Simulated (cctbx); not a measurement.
# Absolute structure of Mg14CoGe

Space group Amm2 (no. 38), a = 9.9490 Å, b = 6.0610 Å, c = 11.2880 Å, α = 90.00°, β = 90.00°, γ = 90.00°.

| atom | mult. | x | y | z | Ueq (Å²) |
| --- | --- | --- | --- | --- | --- |
| Ge1 | 2 | 1/2 | 1/2 | 0.1763 | 0.0040 |
| Co1 | 2 | 1/2 | 0 | 0.1728 | 0.0051 |
| Mg1 | 4 | 0.7528 | 1/2 | 0.3352 | 0.0054 |
| Mg2 | 4 | 0.7262 | 0 | 0.3277 | 0.0065 |
| Mg3 | 8 | 0.7356 | 0.7563 | 0.0937 | 0.0070 |
| Mg4 | 4 | 0 | 1/4 | 0.4216 | 0.0054 |
| Mg5 | 4 | 1/2 | 0.2629 | 0.4266 | 0.0085 |
| Mg6 | 2 | 0 | 1/2 | 0.1676 | 0.0068 |
| Mg7 | 2 | 0 | 0 | 0.1687 | 0.0087 |

This is a model crystal, built by substitution and not relaxed, with assumed displacement parameters.

Data sets are simulated with cctbx and refined with Bijvoet mates kept apart; Flack x is then fitted as the share of an inverted twin with the atoms fixed, Hooft y from the Bijvoet differences. The group is acentric but holds improper operations, so there is an absolute structure (orientation) and no hand.

Untwinned crystal. What Flack and Hooft values should come out?

| λ (Å) | extinction (unmodelled) | d min (Å) | top counts | error (%) | model | R1 | Flack x | s.u. | Hooft y | s.u. | pairs |
| --- | --- | --- | --- | --- | --- | --- | --- | --- | --- | --- | --- |
| 0.71073 | 0 | 0.77 | 40000 | 1.5 | as given | 0.0121 | -0.010 | 0.008 | -0.008 | 0.008 | 420 |
| 0.71073 | 0 | 0.77 | 40000 | 1.5 | inverted | 0.0557 | 1.002 | 0.013 | 1.002 | 0.008 | 420 |
| 1.54184 | 0 | 0.83 | 5000 | 2 | as given | 0.0294 | 0.026 | 0.01 | 0.027 | 0.012 | 343 |

With Mo Kα, x is within 3 s.u. of 0, so the absolute structure is right. With Cu Kα, x is within 3 s.u. of 0, so the absolute structure is right. Inverting the model turns x into about 1 − x.

A further crystal gives:

| λ (Å) | extinction (unmodelled) | d min (Å) | top counts | error (%) | model | R1 | Flack x | s.u. | Hooft y | s.u. | pairs |
| --- | --- | --- | --- | --- | --- | --- | --- | --- | --- | --- | --- |
| 0.71073 | 0.1 | 0.84 | 5000 | 4 | as given | 0.0356 | 0.53 | 0.02 | 0.518 | 0.024 | 330 |

**Question.** What is it?

It was simulated as an inversion twin with a fraction 0.5 of the inverted domain. Flack x is over 3 s.u. from both 0 and 1 and reads that fraction.
